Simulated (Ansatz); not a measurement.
# Debugging a many-body input for Rb2LiVO4 (Cmc2_1)

What is wrong with this input for Rb2LiVO4 (Cmc2_1)?

Program: Ansatz 0.2.0. Level of theory: G0W0 on r2SCAN, plane waves, PAW; PAW set soft_1. Results are calculated unless marked as measured.

### Step 1. Starting point

Symmetry: Cmc2_1, No. 36, orthorhombic system. The conventional cell has a = 5.879 Å, b = 11.701 Å, c = 7.933 Å, α = 90.00°, β = 90.00°, γ = 90.00°. Nearest to Rb lie 10 O at 2.88 to 3.57 Å and 3 Li at 3.18 to 3.60 Å and 1 V at 3.49 Å. Rb has 8 O at 2.89 to 3.24 Å and 1 Li at 3.11 Å nearest. Li has 4 O at 1.89 to 2.06 Å nearest. Nearest to V lie 4 O at 1.71 to 1.72 Å. Nearest to O lie 1 V at 1.72 Å and 1 Li at 1.89 Å and 5 Rb at 3.02 to 3.57 Å. O has 1 V at 1.71 Å and 1 Li at 2.06 Å and 4 Rb at 2.88 to 3.06 Å nearest. Farther neighbours and most contacts between anions are not listed.

The cell and positions come from the Crystallography Open Database and are kept as given unless a step says otherwise.

### Step 2. First try

File input.yaml:

```yaml
crystal:
  lattice:
    - [2.9395, -5.8505, 0.0]
    - [2.9395, 5.8505, 0.0]
    - [0.0, 0.0, 7.933]
  atoms:
    - { symbol: Rb, position: [0.605, 0.395, 0.9488] }
    - { symbol: Rb, position: [0.395, 0.605, 0.4488] }
    - { symbol: Rb, position: [0.0617, 0.9383, 0.5932] }
    - { symbol: Rb, position: [0.9383, 0.0617, 0.0932] }
    - { symbol: Li, position: [0.1989, 0.8011, 0.1716] }
    - { symbol: Li, position: [0.8011, 0.1989, 0.6716] }
    - { symbol: V, position: [0.6905, 0.3095, 0.3894] }
    - { symbol: V, position: [0.3095, 0.6905, 0.8894] }
    - { symbol: O, position: [0.4087, 0.1191, 0.2817] }
    - { symbol: O, position: [0.5913, 0.8809, 0.7817] }
    - { symbol: O, position: [0.8809, 0.5913, 0.2817] }
    - { symbol: O, position: [0.1191, 0.4087, 0.7817] }
    - { symbol: O, position: [0.634, 0.366, 0.5887] }
    - { symbol: O, position: [0.366, 0.634, 0.0887] }
    - { symbol: O, position: [0.835, 0.165, 0.4236] }
    - { symbol: O, position: [0.165, 0.835, 0.9236] }
kpoints:
  mp_grid: { grid: [2, 2, 2] }
hamiltonian:
  xc: r2scan
  pseudopotentials: { kind: paw, azcp: { folder: soft_1 } }
scf:
  occupations: { method: fixed }
gw:
  n_empty_bands: 443
  ecut_chi: 10
  qp_bands: [v4, c4]
  qp_kpoints: band_edges
  screening: { model: contour_deformation }
```

Started as:

```console
$ ansatz run input.yaml --threads 24 --pin off --max-ram 82944MiB --backend cuda --events-out ev --progress --plain --runs-dir out --devices 1 --max-vram 78GiB
```

Numbers of over 12 decimals in the logs are rounded to 6 here.

The log of the run:

```text
GPUs: using 1 of 1 available (devices: 1).
Engine: ansatz 0.2.0, aarch64-unknown-linux-gnu
Pseudopotentials: kind: paw
Pseudopotential: Rb, paw, valence charge 9, recommended cutoff 500 eV (meta_gga), soft_1/Rb.paw.azcp
Pseudopotential: Li, paw, valence charge 3, recommended cutoff 500 eV (meta_gga), soft_1/Li.paw.azcp
Pseudopotential: V, paw, valence charge 13, recommended cutoff 500 eV (meta_gga), soft_1/V.paw.azcp
Pseudopotential: O, paw, valence charge 6, recommended cutoff 500 eV (meta_gga), soft_1/O.paw.azcp
Functional definition: r2SCAN
  parameter k0 = 0.174
  parameter k1 = 0.065
  parameter a1 = 4.9479
  exchange = r2scan_x(k0 = k0, k1 = k1, a1 = a1)
  correlation = r2scan_c
[...]
Crystal: 16 atoms, lattice volume = 272.856 Å³
Basis set: ecut = 500 eV, 6919 PW (Γ), exchange–correlation on 192×192×240 points (64 copies of the dense FFT grid, shifted against one another)
Bands: 74, of which v1, the nominal top of the filled ones, is band 58 counted from 1 (57 counted from 0)
Symmetry: 4 space group operations
Space group: Cmc21 (ITA 36), of the structure as read, at distance tolerance 6.5e-5 Å
k-points: 6 of 8
Non-local potential: Rb, projectors of the file, l = 0: 3, l = 1: 2, l = 2: 2
Non-local potential: Li, projectors of the file, l = 0: 3, l = 1: 2, l = 2: 1
Non-local potential: V, projectors of the file, l = 0: 3, l = 1: 2, l = 2: 3, l = 3: 1
Non-local potential: O, projectors of the file, l = 0: 2, l = 1: 2, l = 2: 1
PAW form: soft (Blöchl's): semilocal exchange-correlation on the pseudo side does not see the compensation charge
PAW frozen core: Rb, regenerated for the run's functional (the file was generated under x = pbe(κ = 0.804, μ = 0.219515), c = pbe(β = 0.066725))
PAW frozen core: V, regenerated for the run's functional (the file was generated under x = pbe(κ = 0.804, μ = 0.219515), c = pbe(β = 0.066725))
PAW frozen core: O, regenerated for the run's functional (the file was generated under x = pbe(κ = 0.804, μ = 0.219515), c = pbe(β = 0.066725))
PAW one-centre angular grid: Rb, 302 points (default); XC on 160 Gauss nodes
PAW one-centre angular grid: Li, 302 points (default); XC on 295 of its mesh's 2161 points in the sphere
PAW one-centre angular grid: V, 590 points (default); XC on 160 Gauss nodes
PAW one-centre angular grid: O, 302 points (default); XC on 160 Gauss nodes
Initial density: superposition of atomic densities (chi_scale 0.1, normalization cell, long waves kept (reshape's long-wave potential 0.04 eV rms))
Initial wavefunctions: pseudopotential atomic-orbital guess
[...]
Functional: x = r2scan, c = r2scan; τ floored in thin density (d = 2e-4 eV/Å³)
SCF iter   1: F=—  HF=-23923.185122 eV  |F-HF|=—  |Δ(HF+E_count)|=         —  Δρ=4.32e-2  dr2=4.71e0  dr2_τ=5.54e-1  ethr=3.10e-3  ⟨swp⟩=5.0  Hψ=1359  notcnv=0  defer=75
preconditioner: auto → Resta (q_TF=auto, 2.366 Å⁻¹)  ε∞=3.7  [insulator: Δε(μ)=4.232 eV  Ē_g=12.932 eV  n_scr=58 (ndim 8)  ℏωp=21.1 eV  f_vac=0.000  ε∞_Penn≈3.7]
SCF iter   2: F=—  HF=-23923.152141 eV  |F-HF|=—  |Δ(HF+E_count)|=   3.30e-2  Δρ=2.30e-2  dr2=1.48e0  dr2_τ=6.63e-2  ethr=3.10e-3  ⟨swp⟩=2.0  Hψ=716  notcnv=0  defer=72
SCF iter   3: F=—  HF=-23923.324479 eV  |F-HF|=—  |Δ(HF+E_count)|=   1.72e-1  Δρ=1.11e-2  dr2=4.22e-1  dr2_τ=2.22e-2  ethr=1.28e-3  ⟨swp⟩=2.0  Hψ=684  notcnv=0  defer=72
SCF iter   4: F=—  HF=-23923.325840 eV  |F-HF|=—  |Δ(HF+E_count)|=   1.36e-3  Δρ=1.06e-2  dr2=3.32e-1  dr2_τ=2.14e-2  ethr=3.64e-4  ⟨swp⟩=2.8  Hψ=729  notcnv=0  defer=81
SCF iter   5: F=—  HF=-23923.291959 eV  |F-HF|=—  |Δ(HF+E_count)|=   3.39e-2  Δρ=3.01e-3  dr2=2.58e-2  dr2_τ=1.41e-3  ethr=2.86e-4  ⟨swp⟩=2.0  Hψ=539  notcnv=0  defer=73
SCF iter   6: F=—  HF=-23923.292568 eV  |F-HF|=—  |Δ(HF+E_count)|=   6.08e-4  Δρ=1.48e-3  dr2=6.97e-3  dr2_τ=5.53e-4  ethr=2.23e-5  ⟨swp⟩=2.0  Hψ=643  notcnv=0  defer=83
[...]
SCF iter   9: F=—  HF=-23923.292551 eV  |F-HF|=—  |Δ(HF+E_count)|=   7.13e-6  Δρ=1.69e-5  dr2=8.84e-7  dr2_τ=5.49e-8  ethr=1.21e-8  ⟨swp⟩=2.5  Hψ=653  notcnv=0  defer=72
[...]
SCF 1 converged in 11 iterations: F = -23923.292551 eV  dr2 = 4.14e-8
[...]
SCF converged after 11 iterations
[...]
--- G₀W₀: contour deformation, 6 samples at zero and on the imaginary axis and 0 off it, 8 q-points, 443 empty bands' worth ---
  eigenvalues of the whole cell's RPA ε∞ on this k-mesh (on a slab, of 1 + 4πα/V) = 2.8481, 2.8574, 2.8618; static W/v taken at q = 0 is 0.349994
  bands read: the sum over 501 bands ends inside a degenerate multiplet in 3 slots, whose members it reads at an even weight; the widest, k=1: bands 501 to 502 (counted from 1) at 1/2 each
  gw.qp_kpoints: band_edges: 6 of 6 stored k-points solved, in 1 pass; an edge of the gap read off the rows below is read off those points alone
  `?` marks the rows in doubt; gw_qp.tsv's column doubts and the gw_qp event give each row's grounds
    ik  band        ε_KS         Σx   Σc(E_QP)       V_xc       Z   E_QP_lin       E_QP  E_QP is
     0    55      3.4108   -24.9643     3.4070   -20.1804  0.8308     2.0095     2.0340  root
     0    56      3.4778   -25.0191     3.4081   -20.2431  0.8306     2.0859     2.1099  root
     0    57      3.5516   -25.0343     3.4042   -20.2625  0.8303     2.1600     2.1841  root
     0    58      3.6214   -25.1192     3.3833   -20.3771  0.8312     2.2394     2.2628  root
     0    59      8.1491   -15.8473    -4.0803   -23.3986  0.8314    11.8249    11.6201  root ?
     0    60      8.1637   -16.0139    -4.1157   -23.6613  0.8309    11.9129    11.6953  root ?
     0    61      8.1749   -16.1839    -4.1446   -23.8444  0.8291    11.9105    11.6908  root ?
     0    62      8.2410   -16.4995    -4.1659   -24.1821  0.8277    11.9832    11.7577  root ?
     1    55      3.3492   -24.7572     3.4154   -19.9696  0.8295     1.9522     1.9770  root
     1    56      3.3492   -24.7572     3.4154   -19.9696  0.8295     1.9522     1.9770  root
     1    57      3.6140   -25.1009     3.3836   -20.3526  0.8313     2.2259     2.2494  root
     1    58      3.6140   -25.1009     3.3836   -20.3526  0.8313     2.2259     2.2494  root
     1    59      8.1739   -16.0616    -4.1244   -23.7183  0.8305    11.9249    11.7062  root ?
     1    60      8.1739   -16.0616    -4.1244   -23.7183  0.8305    11.9249    11.7062  root ?
     1    61      8.2256   -16.4312    -4.1662   -24.1203  0.8280    11.9740    11.7484  root ?
     1    62      8.2256   -16.4312    -4.1662   -24.1203  0.8280    11.9740    11.7484  root ?
     2    55      3.3460   -24.7442     3.4008   -19.9690  0.8302     1.9469     1.9716  root
     2    56      3.3606   -24.6976     3.3961   -19.9318  0.8300     1.9664     1.9910  root
     2    57      3.4014   -24.8871     3.4046   -20.1026  0.8307     1.9968     2.0214  root
     2    58      3.4607   -25.0292     3.3948   -20.2609  0.8313     2.0631     2.0873  root
     2    59      8.0188   -15.4926    -4.0833   -23.0612  0.8325    11.7062    11.5041  root ?
     2    60      8.1532   -16.1042    -4.1596   -23.7975  0.8294    11.9085    11.6869  root ?
     2    61      8.2961   -16.2515    -4.1293   -23.8621  0.8290    11.9951    11.7774  root ?
     2    62      8.3758   -16.6111    -4.1914   -24.3300  0.8271    12.1383    11.9032  root ?
     3    55      3.3238   -24.7422     3.4191   -19.9399  0.8294     1.9154     1.9407  root
     3    56      3.3238   -24.7422     3.4191   -19.9399  0.8294     1.9154     1.9407  root
[...]
3    59      8.1378   -15.9777    -4.1343   -23.6131  0.8299    11.8532    11.6389  root ?
     3    60      8.1378   -15.9777    -4.1343   -23.6131  0.8299    11.8532    11.6389  root ?
[...]
4    58      3.6657   -25.2182     3.3822   -20.4791  0.8315     2.2857     2.3089  root
[...]
4    62      8.2474   -16.2166    -4.1261   -23.8571  0.8299    11.9815    11.7618  root ?
     5    55      3.3481   -24.7512     3.4088   -19.9702  0.8299     1.9512     1.9759  root
     5    56      3.3481   -24.7512     3.4088   -19.9702  0.8299     1.9512     1.9759  root
     5    57      3.5711   -24.9856     3.3885   -20.2267  0.8309     2.1768     2.2007  root
     5    58      3.5711   -24.9856     3.3885   -20.2267  0.8309     2.1768     2.2007  root
     5    59      8.1811   -16.0566    -4.1178   -23.6928  0.8306    11.9157    11.6995  root ?
     5    60      8.1811   -16.0566    -4.1178   -23.6928  0.8306    11.9157    11.6995  root ?
     5    61      8.2471   -16.5046    -4.1850   -24.2243  0.8275    12.0118    11.7818  root ?
     5    62      8.2471   -16.5046    -4.1850   -24.2243  0.8275    12.0118    11.7818  root ?
```

Run time: 4.4 s. Hardware: 1 × NVIDIA GB200 (shared by 2 runs) with 24 threads of Arm Neoverse V2, shared host; peak memory 2.4 GiB.

In the SCF lines HF is the Harris–Foulkes energy and dr2 the Hartree energy of the density residual, in eV; the loop may stop once dr2 is under the threshold and the program's other checks hold. Hψ counts applications of the Hamiltonian.

**Diagnosis.**

The run ended normally, though the input holds a fault or crude settings.

The fault: screening cutoff of 10 eV. Nearly all local fields and short-range correlation are left out.

It printed a gap of 9.20 eV, which is an artefact of the settings.

### Step 3. A better input

G0W0 replaces the xc potential by the self-energy, built once from these orbitals. Only a window of levels is corrected, while the sums run over the empty bands that the input names. This step takes PAW set soft_1 files.

input.yaml, as its differences from that of step 2:

```diff
@@ -23,3 +23,3 @@
 kpoints:
-  mp_grid: { grid: [2, 2, 2] }
+  mp_grid: { grid: [4, 4, 2] }
 hamiltonian:
@@ -30,4 +30,4 @@
 gw:
-  n_empty_bands: 443
-  ecut_chi: 10
+  n_empty_bands: 426
+  ecut_chi: 78
   qp_bands: [v4, c4]
```

The log of the run:

```text
GPUs: using 1 of 1 available (devices: 1).
[...]
Crystal: 16 atoms, lattice volume = 272.856 Å³
Basis set: ecut = 500 eV, 6919 PW (Γ), exchange–correlation on 192×192×240 points (64 copies of the dense FFT grid, shifted against one another)
Bands: 74, of which v1, the nominal top of the filled ones, is band 58 counted from 1 (57 counted from 0)
[... 1 set-up line as in the run before ...]
[...]
k-points: 14 of 32
[...]
SCF iter   1: F=—  HF=-23923.188758 eV  |F-HF|=—  |Δ(HF+E_count)|=         —  Δρ=4.32e-2  dr2=4.71e0  dr2_τ=5.54e-1  ethr=3.10e-3  ⟨swp⟩=5.0  Hψ=3180  notcnv=0  defer=175
[...]
SCF iter   6: F=—  HF=-23923.295593 eV  |F-HF|=—  |Δ(HF+E_count)|=   5.75e-4  Δρ=1.48e-3  dr2=6.97e-3  dr2_τ=5.51e-4  ethr=2.19e-5  ⟨swp⟩=2.3  Hψ=1504  notcnv=0  defer=195
[...]
SCF iter   8: F=—  HF=-23923.295570 eV  |F-HF|=—  |Δ(HF+E_count)|=   2.05e-4  Δρ=6.99e-5  dr2=1.43e-5  dr2_τ=8.06e-7  ethr=3.59e-7  ⟨swp⟩=2.0  Hψ=1392  notcnv=0  defer=168
[...]
SCF 1 converged in 10 iterations: F = -23923.295577 eV  dr2 = 5.74e-8
[...]
SCF converged after 10 iterations
[...]
6    62      8.3639   -16.4656    -5.3556   -24.1278  0.7596    10.7476    10.6706  root
     7    55      3.3214   -24.7240     4.2130   -19.9387  0.7612     2.7444     2.7490  root
     7    56      3.3214   -24.7240     4.2130   -19.9387  0.7612     2.7444     2.7490  root
     7    57      3.3900   -24.8676     4.1925   -20.1197  0.7619     2.8304     2.8346  root
     7    58      3.3900   -24.8676     4.1925   -20.1197  0.7619     2.8304     2.8346  root
     7    59      8.1358   -15.9775    -5.3668   -23.5904  0.7630    10.4521    10.3819  root
     7    60      8.1358   -15.9775    -5.3668   -23.5904  0.7630    10.4521    10.3819  root
     7    61      8.2956   -16.2779    -5.3535   -23.9188  0.7616    10.6573    10.5831  root
[...]
13    59      8.1808   -16.0806    -5.3501   -23.6930  0.7641    10.5137    10.4432  root
    13    60      8.1808   -16.0806    -5.3501   -23.6930  0.7641    10.5137    10.4432  root
    13    61      8.2467   -16.5188    -5.3976   -24.2242  0.7583    10.6313    10.5545  root
    13    62      8.2467   -16.5188    -5.3976   -24.2242  0.7583    10.6313    10.5545  root
```

Elapsed: 17 s, on 1 × NVIDIA GB200 (shared by 2 runs) with 24 threads; peak memory 3.7 GiB.

Numbers from this step:

```
bands summed                                 : 484
RPA ε∞ on this mesh (eigenvalues)            : 2.523, 2.577, 2.612
plane waves in the screening matrix          : 431
q-points in the mesh                         : 32
G0W0 gap on the mesh                         : 7.056 eV
k of the valence top                         : -0.5, -0.5, 0
k of the conduction bottom                   : 0, -0.5, 0
starting gap on the mesh                     : 4.354 eV
Z at the valence top                         : 0.7616
Z at the conduction bottom                   : 0.7673
least direct G0W0 gap on the computed points : 7.173 eV
```

The gap on the mesh goes from 4.35 eV to 7.06 eV, a correction of +2.70 eV. Between the two edge states, bare exchange in place of the xc potential would open the gap by 12.25 eV, and correlation takes back 9.55 eV.

### Step 4. What came out

| Item | Value |
| --- | --- |
| first try | converged after 4.4 s |
| better run | G0W0 gap on the mesh 7.06 eV (4×4×2 mesh, 426 empty bands, screening to 78 eV, PAW set soft_1 files) |

The second run differs in: mesh, empty bands and screening cutoff (eV). Bands and cutoff are finite, so the gap is not at the basis limit. The miss can reach some tenths of an eV and take either sign; the mesh is an error of its own. The 4×4×2 mesh is coarse for this cell (its supercell is 16 Å along the shortest edge). The RPA ε∞ on it, from the r2SCAN start, is 2.52, 2.58 and 2.61; such meshes misread the long-range screening, most where the gap is narrow. The runs have no spin polarisation. For a closed low-spin shell that is the natural state; where a d or f shell is open it is a constraint, and the gap is then not the crystal's own. With d states at the gap, one-shot GW leans hard on its start. The many-body steps are scalar-relativistic: spin-orbit coupling is not in them.

[Paths, hosts, dates, memory and timing lines, banners, echoed tables and standing remarks are left out of the program output.]

[Logs are printed without paths, hosts, clocks, repeated set-up lines and the standing remarks that a program may print on its own settings, such as how far it seeks lower states.]

[Runs of the session that timed out or met a known fault of the program may be left out.]

[Cells called generated may have been cut or substituted from an entry of the Crystallography Open Database or the Materials Project.]

[Hosts, paths, dates, database ids (printed as entryN), source tags and the programs' standing remarks are cut or masked in the printed files.]
